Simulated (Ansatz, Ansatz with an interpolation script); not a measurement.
# Settings in Wannier-interpolated G0W0: Cs2HfF6 (P-3m1)

Wanted: errors and cost of interpolated bands of Cs2HfF6 (P-3m1) under coarser or faulty settings.

Calculated with Ansatz 0.2.0; maximally localised Wannier functions, LDA, plane waves, PAW; PAW set soft_1.

### 1. Starting point

It takes space group P-3m1 (No. 164, trigonal). Conventional cell: a = 6.390 Å, b = 6.390 Å, c = 5.000 Å, α = 90.00°, β = 90.00°, γ = 120.00°. Cs has 12 F at 3.13 to 3.24 Å nearest. Nearest to Hf lie 6 F at 2.03 Å. Nearest to F lie 1 Hf at 2.03 Å and 4 Cs at 3.13 to 3.24 Å. Farther neighbours and most contacts between anions are not listed.

Structure file:

```cif
data_structure
_symmetry_space_group_name_H-M 'P 1'
_symmetry_Int_Tables_number 1
_cell_length_a 6.3900
_cell_length_b 6.3900
_cell_length_c 5.0000
_cell_angle_alpha 90.000
_cell_angle_beta 90.000
_cell_angle_gamma 120.000
_cell_volume 176.81
loop_
_atom_site_label
_atom_site_type_symbol
_atom_site_fract_x
_atom_site_fract_y
_atom_site_fract_z
_atom_site_occupancy
Cs1 Cs 0.33333 0.66667 0.69200 1
Cs2 Cs 0.66667 0.33333 0.30800 1
Hf3 Hf 0.00000 0.00000 0.00000 1
F4 F 0.16000 0.84000 0.19800 1
F5 F 0.16000 0.32000 0.19800 1
F6 F 0.68000 0.84000 0.19800 1
F7 F 0.84000 0.16000 0.80200 1
F8 F 0.32000 0.16000 0.80200 1
F9 F 0.84000 0.68000 0.80200 1
```

The cell and positions come from the Crystallography Open Database and are kept as given unless a step says otherwise. Spin-orbit coupling is left out unless a step names it.

### 2. Wannier model on 12×12×8

Localised functions give a small Hamiltonian that interpolates between mesh points at no cost.

Contents of input.yaml:

```yaml
crystal:
  lattice:
    - [6.39, 0.0, 0.0]
    - [-3.195, 5.5339023302, 0.0]
    - [0.0, 0.0, 5.0]
  atoms:
    - { symbol: Cs, position: [0.3333333333, 0.6666666667, 0.692] }
    - { symbol: Cs, position: [0.6666666667, 0.3333333333, 0.308] }
    - { symbol: Hf, position: [0.0, 0.0, 0.0] }
    - { symbol: F, position: [0.16, 0.84, 0.198] }
    - { symbol: F, position: [0.16, 0.32, 0.198] }
    - { symbol: F, position: [0.68, 0.84, 0.198] }
    - { symbol: F, position: [0.84, 0.16, 0.802] }
    - { symbol: F, position: [0.32, 0.16, 0.802] }
    - { symbol: F, position: [0.84, 0.68, 0.802] }
kpoints:
  mp_grid: { grid: [6, 6, 4] }
hamiltonian:
  xc: lda
  pseudopotentials: { kind: paw, azcp: { folder: soft_1 }, xc_functional: pbe }
scf:
  occupations: { method: fixed }
  n_extra_bands: 94
output:
  wannier:
    kmesh: [12, 12, 8]
    projections:
      - { species: Cs, l: s, shell: 6 }
      - { species: F, l: p, shell: 2 }
      - { species: Hf, l: d, shell: 5 }
    minimise: true
    write_hr: true
    seedname: w
    conv_tol: 1.0e-06
    max_iter: 20000
    stability_check: false
    disentanglement:
      window: [-0.63, 16.23]
      frozen_window: [-0.63, 10.84]
      conv_tol: 1.0e-08
```

On the command line:

```bash
$ ansatz run input.yaml --threads 2 --pin off --max-ram 92160MiB --backend cuda --events-out ev --progress --plain --runs-dir out --devices 1 --max-vram 13GiB
```

Numbers of over 12 decimals in the logs are rounded to 6 here.

Output:

```text
scf.n_extra_bands = 94 over 43 filled bands (N_el = 86.0): the run solves 137 bands
GPUs: using 1 of 1 available (devices: 1).
Engine: ansatz 0.2.0, x86_64-unknown-linux-gnu
Pseudopotentials: kind: paw
Pseudopotential: Cs, paw, valence charge 9, recommended cutoff 420 eV (normal), soft_1/Cs.paw.azcp
Pseudopotential: Hf, paw, valence charge 26, recommended cutoff 420 eV (normal), soft_1/Hf.paw.azcp
Pseudopotential: F, paw, valence charge 7, recommended cutoff 420 eV (normal), soft_1/F.paw.azcp
Functional definition: SPW92
  exchange = slater_x
  correlation = pw_c
device memory: the entry about to start is reckoned to put 3.6 GiB on a device that reports 54.5 GiB free (of which the cap on the GPU budget leaves the run 13.0 GiB)
GPU FFT provider: cuFFT
GPU libraries: cuBLAS 13.8.2, cuFFT 12.4.0, cuSOLVER 12.3.4
Crystal: 9 atoms, lattice volume = 176.808 Å³
Basis set: ecut = 420 eV, 3485 PW (Γ)
Bands: 137, of which v1, the nominal top of the filled ones, is band 43 counted from 1 (42 counted from 0)
Symmetry: 12 space group operations
Space group: P-3m1 (ITA 164), of the structure as read, at distance tolerance 5.6e-5 Å
k-points: 24 of 144
Non-local potential: Cs, projectors of the file, l = 0: 3, l = 1: 2, l = 2: 2, l = 3: 2
Non-local potential: Hf, projectors of the file, l = 0: 3, l = 1: 2, l = 2: 2, l = 3: 3
Non-local potential: F, projectors of the file, l = 0: 2, l = 1: 2, l = 2: 1
PAW form: soft (Blöchl's): semilocal exchange-correlation on the pseudo side does not see the compensation charge
PAW frozen core: Cs, regenerated for the run's functional, and the local potential with it (the file was generated under x = pbe(κ = 0.804, μ = 0.219515), c = pbe(β = 0.066725))
PAW frozen core: Hf, regenerated for the run's functional, and the local potential with it (the file was generated under x = pbe(κ = 0.804, μ = 0.219515), c = pbe(β = 0.066725))
PAW frozen core: F, regenerated for the run's functional, and the local potential with it (the file was generated under x = pbe(κ = 0.804, μ = 0.219515), c = pbe(β = 0.066725))
PAW one-centre angular grid: Cs, 194 points (default); XC on 64 Gauss nodes
PAW one-centre angular grid: Hf, 590 points (default); XC on 64 Gauss nodes
PAW one-centre angular grid: F, 110 points (default); XC on 64 Gauss nodes
Initial density: superposition of atomic densities (chi_scale 0.1, normalization cell, long waves kept (reshape's long-wave potential 0.00 eV rms))
Initial wavefunctions: pseudopotential atomic-orbital guess
GPU buffer pool allocated for 72900 grid points (all kernels)
GPU transforms: local potential and band sums: pruned to the plane-wave sphere, on 45×45×36
Functional: x = slater, c = lda
[...]
SCF iter  10: F=—  HF=-31264.026257 eV  |F-HF|=—  |Δ(HF+E_count)|=   5.01e-4  Δρ=3.54e-6  dr2=2.84e-8  ethr=1.16e-10  ⟨swp⟩=13.5  Hψ=26966  notcnv=0
SCF iter  11: F=-31264.026257 eV  HF=-31264.026257 eV  |F-HF|=2.33e-10  |Δ(HF+E_count)|=   1.07e-9  Δρ=6.11e-7  dr2=5.89e-10  ethr=3.30e-11  ⟨swp⟩=1.0  Hψ=5208  notcnv=0
SCF 1 converged in 11 iterations: F = -31264.026257 eV  dr2 = 5.89e-10
[...]
device memory: the entry about to start is reckoned to put 4.0 GiB (of the 4.2 GiB reckoned in all, the device holds 0.2 GiB already) on a device that reports 55.8 GiB free (of which the cap on the GPU budget leaves the run 12.8 GiB)
NSCF: frozen V_eff on 24 k-points
[...]
device memory: the entry about to start is reckoned to put 4.0 GiB on a device that reports 56.6 GiB free (of which the cap on the GPU budget leaves the run 13.0 GiB)
NSCF: frozen V_eff on 134 k-points
the Wannier pass solved 134 of the 1152 points of its mesh, and has the states at the others by symmetry: states obtained by the crystal's operations at points that were solved too leave a residual of 3.42e-13 eV (read by the count's bands and the next), within 1.11e-5 eV
SCF converged after 11 iterations
Free energy (F): -31264.026257 eV
Harris-Foulkes:  -31264.026257 eV  (|F-HF|=2.33e-10)
Internal energy: -31264.026257 eV  (E = F + TS)
E sigma→0 (E₀):  -31264.026257 eV
Fermi energy:    1.852688 eV
--- Per-component energies (eV) ---
  E_band       = -619.653485
  E_kinetic    = 1865.187487
  E_local      = -14980.943672  (includes V_loc(G=0)·N_el)
  E_nonlocal   = 664.561957
  E_hartree    = 6738.377616
  E_xc         = -1070.508411
  E_vxc        = -1113.487139  (∫ρ·V_xc dr)
  E_paw        = -18400.445705  (= ΣΔE_a)
  E_vpaw       = -531.731333  (= ΣTr[D̂ρ^β])
  E_aug_tail   = 0.004229  (compensation charges beyond the density's cutoff)
  E_ewald      = -6083.937474
  E_core_change = 3.677718  (= ΣΔE_core)
  E_smearing   = -0.000000  (= −TS)
  E_closure    = 0.000000  (closes the sum)
  Σ components = -31264.026257   (vs F -31264.026257, Δ=0.00e0)
--- Band table (eV; the first three rows and the last of 24) ---
  k-point 0: bands = [... 39 lower, 1.7861, 1.7861, 1.8126, 1.8318, 8.2371, 9.1901, 9.1901, 9.6121, ... 90 higher]
  k-point 1: bands = [... 39 lower, 1.6853, 1.7759, 1.7759, 1.7957, 8.6031, 9.2448, 9.2448, 10.0140, ... 90 higher]
  k-point 2: bands = [... 39 lower, 1.6972, 1.7278, 1.7278, 1.7563, 8.9854, 9.2996, 9.2996, 10.5566, ... 90 higher]
  k-point 23: bands = [... 39 lower, 1.6133, 1.7423, 1.7477, 1.7477, 9.0990, 9.3895, 9.3895, 11.1969, ... 90 higher]
Wannier search: line search 1 of at most 20000: gauge-dependent spread (as the search counts it) 48.5028551 Å², largest recent change 9.8e0 Å² against conv_tol 1.0e-6 Å², 0 stops escaped
Wannier search: line search 100 of at most 20000: gauge-dependent spread (as the search counts it) 36.0133484 Å², largest recent change 6.5e-6 Å² against conv_tol 1.0e-6 Å², 0 stops escaped
WARN: <dir> 2600 periodic images of 2576 elements of H(R) lie 4.88e-4 to 1.95e-3 Å beyond their element's nearest image, near the 9.77e-4 Å window within which an element is shared among its images; whether they share it moves the interpolated H(k) by 1.3e-3 eV (Frobenius norm, root mean square over the Brillouin zone); at the model's own mesh points H(k) does not change
```

The job ended after 2.5 min (1 × NVIDIA H100 80GB HBM3 (shared by 6 runs) with 2 threads of AMD EPYC 7R13 (Zen 3), shared host; peak memory 4 GiB).

Numbers from this step:

```yaml
gauge_invariant_spread: 49.71 Å²
diagonal_spread: 0.3094 Å²
off_diagonal_spread: 2.154 Å²
total_spread: 52.18 Å²
least_projectability: 1.87e-6
localisation_steps: 124
disentanglement_steps: 8095
r_m_s_interpolation_error: 1.50e-4 eV
r_m_s_error_near_the_gap: 1.61e-4 eV
```

Near the gap the model misses directly solved bands by 0.2 meV r.m.s. and by 5 meV at most in the window tested. This tests the starting bands, not the corrections carried with them.

### 3. G0W0: 6×6×4 mesh, 737 empty bands, screening to 150 eV, PAW set soft_1 files

G0W0 replaces the xc potential by the self-energy, built once from these orbitals. Only a window of levels is corrected, while the sums run over the empty bands that the input names.

This step: G0W0 on LDA, plane waves, PAW; PAW set soft_1.

input.yaml, the sections that differ from step 2:

```yaml
scf:
  occupations: { method: fixed }
gw:
  n_empty_bands: 737
  ecut_chi: 150.0
  qp_bands: [v18, c4]
  screening: { model: contour_deformation }
# crystal, kpoints, hamiltonian: as in step 2
# output: removed
```

Output:

```text
GPUs: using 1 of 1 available (devices: 1).
[...]
GPU FFT provider: cuFFT
GPU libraries: cuBLAS 13.8.2, cuFFT 12.4.0, cuSOLVER 12.3.4
Crystal: 9 atoms, lattice volume = 176.808 Å³
Basis set: ecut = 420 eV, 3485 PW (Γ)
Bands: 52, of which v1, the nominal top of the filled ones, is band 43 counted from 1 (42 counted from 0)
Symmetry: 12 space group operations
[...]
k-points: 24 of 144
[...]
0    33      0.6897   -30.1658     5.6165   -22.6217  0.7692    -1.2933    -1.2378  root
[...]
23    44      9.0990   -12.2332    -4.2593   -18.7558  0.8329    11.4099    11.3623  root
    23    45      9.3896   -12.9338    -4.1411   -19.3572  0.8345    11.7158    11.6719  root
    23    46      9.3896   -12.9338    -4.1411   -19.3572  0.8345    11.7158    11.6719  root
    23    47     11.1969    -6.3185    -3.2471   -11.1659  0.8640    12.8146    12.7972  root
[key lines of the parts left out:]
SCF converged after 11 iterations
Free energy (F): -31264.026257 eV
Fermi energy:    1.852681 eV
```

Elapsed: 11 min, on 1 × NVIDIA H100 80GB HBM3 (shared by 6 runs) with 2 threads; peak memory 3.3 GiB.

The G0W0 gap on the mesh is 10.069 eV.

### 4. G0W0: 3×3×2 mesh, 737 empty bands, screening to 150 eV, PAW set soft_1 files

input.yaml: that of step 3 with these lines changed.

```diff
@@ -16,3 +16,3 @@
 kpoints:
-  mp_grid: { grid: [6, 6, 4] }
+  mp_grid: { grid: [3, 3, 2] }
 hamiltonian:
```

Output:

```text
GPUs: using 1 of 1 available (devices: 1).
[...]
GPU FFT provider: cuFFT
GPU libraries: cuBLAS 13.8.2, cuFFT 12.4.0, cuSOLVER 12.3.4
Crystal: 9 atoms, lattice volume = 176.808 Å³
Basis set: ecut = 420 eV, 3485 PW (Γ)
Bands: 52, of which v1, the nominal top of the filled ones, is band 43 counted from 1 (42 counted from 0)
Symmetry: 12 space group operations
[...]
k-points: 6 of 18
[...]
0    33      0.6897   -30.1739     5.6217   -22.6219  0.7692    -1.2963    -1.2406  root
[...]
5    44      9.0989   -12.2222    -4.2752   -18.7558  0.8324    11.4049    11.3573  root
     5    45      9.3894   -12.9253    -4.1525   -19.3573  0.8341    11.7128    11.6689  root
     5    46      9.3894   -12.9253    -4.1525   -19.3573  0.8341    11.7128    11.6689  root
     5    47     11.1969    -6.3085    -3.2557   -11.1658  0.8636    12.8162    12.7985  root
[key lines of the parts left out:]
SCF converged after 10 iterations
Free energy (F): -31264.025123 eV
Fermi energy:    1.831758 eV
```

Elapsed: 23 s, on 1 × NVIDIA H100 80GB HBM3 (shared by 6 runs) with 2 threads; peak memory 1.7 GiB.

The G0W0 gap on the mesh is 10.100 eV.

### 5. G0W0: 6×6×4 mesh, 342 empty bands, screening to 90 eV, PAW set soft_1 files

input.yaml: that of step 4 with these lines changed.

```diff
@@ -16,3 +16,3 @@
 kpoints:
-  mp_grid: { grid: [3, 3, 2] }
+  mp_grid: { grid: [6, 6, 4] }
 hamiltonian:
@@ -23,4 +23,4 @@
 gw:
-  n_empty_bands: 737
-  ecut_chi: 150.0
+  n_empty_bands: 342
+  ecut_chi: 90
   qp_bands: [v18, c4]
```

Output:

```text
GPUs: using 1 of 1 available (devices: 1).
[...]
GPU FFT provider: cuFFT
GPU libraries: cuBLAS 13.8.2, cuFFT 12.4.0, cuSOLVER 12.3.4
Crystal: 9 atoms, lattice volume = 176.808 Å³
Basis set: ecut = 420 eV, 3485 PW (Γ)
Bands: 52, of which v1, the nominal top of the filled ones, is band 43 counted from 1 (42 counted from 0)
Symmetry: 12 space group operations
[...]
k-points: 24 of 144
[...]
0    33      0.6897   -30.1658     5.7210   -22.6217  0.7731    -1.1818    -1.1333  root
[...]
23    44      9.0990   -12.2332    -4.0648   -18.7558  0.8352    11.6137    11.5568  root
    23    45      9.3896   -12.9338    -3.9343   -19.3572  0.8371    11.9315    11.8787  root
    23    46      9.3896   -12.9338    -3.9343   -19.3572  0.8371    11.9315    11.8787  root
    23    47     11.1969    -6.3185    -3.1762   -11.1659  0.8651    12.8875    12.8681  root
[key lines of the parts left out:]
SCF converged after 11 iterations
Free energy (F): -31264.026257 eV
Fermi energy:    1.852681 eV
```

The job ended after 4.3 min (1 × NVIDIA H100 80GB HBM3 (shared by 6 runs) with 2 threads; peak memory 2.1 GiB).

The G0W0 gap on the mesh is 10.065 eV.

### 6. Interpolated results

Times are wall times on 1 × NVIDIA H100 80GB HBM3 (shared by 6 runs) with 2 threads of AMD EPYC 7R13 (Zen 3), shared host, good to a factor of about two.

| GW mesh | empty bands | cutoff (eV) | frequency | gap on mesh (eV) | gap over zone (eV) | direct gap (eV) | valence width (eV) | GW time |
| --- | --- | --- | --- | --- | --- | --- | --- | --- |
| 6×6×4 | 737 | 150 | contour deformation | 10.069 | 10.066 | 10.103 | 2.449 | 11 min |
| 3×3×2 | 737 | 150 | contour deformation | 10.100 | 10.067 | 10.100 | 2.445 | 23 s |
| 6×6×4 | 342 | 90 | contour deformation | 10.065 | 10.062 | 10.106 | 2.437 | 4.3 min |

### 7. What came out

```
6×6×4 mesh, 737 empty bands, screening to 150 eV, PAW set soft_1 files : 10.07 eV
3×3×2 mesh, 737 empty bands, screening to 150 eV, PAW set soft_1 files : 10.07 eV
6×6×4 mesh, 342 empty bands, screening to 90 eV, PAW set soft_1 files  : 10.06 eV
```

The largest change, −0.004 eV in the gap over the zone, comes with 6×6×4 mesh, 342 empty bands, screening to 90 eV, PAW set soft_1 files. The first run is a reference, not a converged one, and where a row moves several settings no single cause can be named. Rows on another GW mesh add that mesh's corrections to the bands of the one model. With 3×3×2 mesh, 737 empty bands, screening to 150 eV, PAW set soft_1 files the gap over the zone moves by +0.001 eV and that on the mesh by +0.03 eV. With 6×6×4 mesh, 342 empty bands, screening to 90 eV, PAW set soft_1 files the gap over the zone moves by −0.004 eV and that on the mesh by −0.004 eV. Gaps over the zone and on the mesh differ where an edge lies off the mesh, or where a GW run starts from another density: the starting gap over the zone is 6.382 eV, on the GW meshes it is 6.384 eV and 6.405 eV. The many-body steps are scalar-relativistic: spin-orbit coupling is not in them.

[Paths, hosts, dates, memory and timing lines, banners, echoed tables and standing remarks are left out of the program output.]

[Logs are printed without paths, hosts, clocks, repeated set-up lines and the standing remarks that a program may print on its own settings, such as how far it seeks lower states.]

[Runs of the session that timed out or met a known fault of the program may be left out.]

[Hosts, paths, dates, database ids (printed as entryN), source tags and the programs' standing remarks are cut or masked in the printed files.]
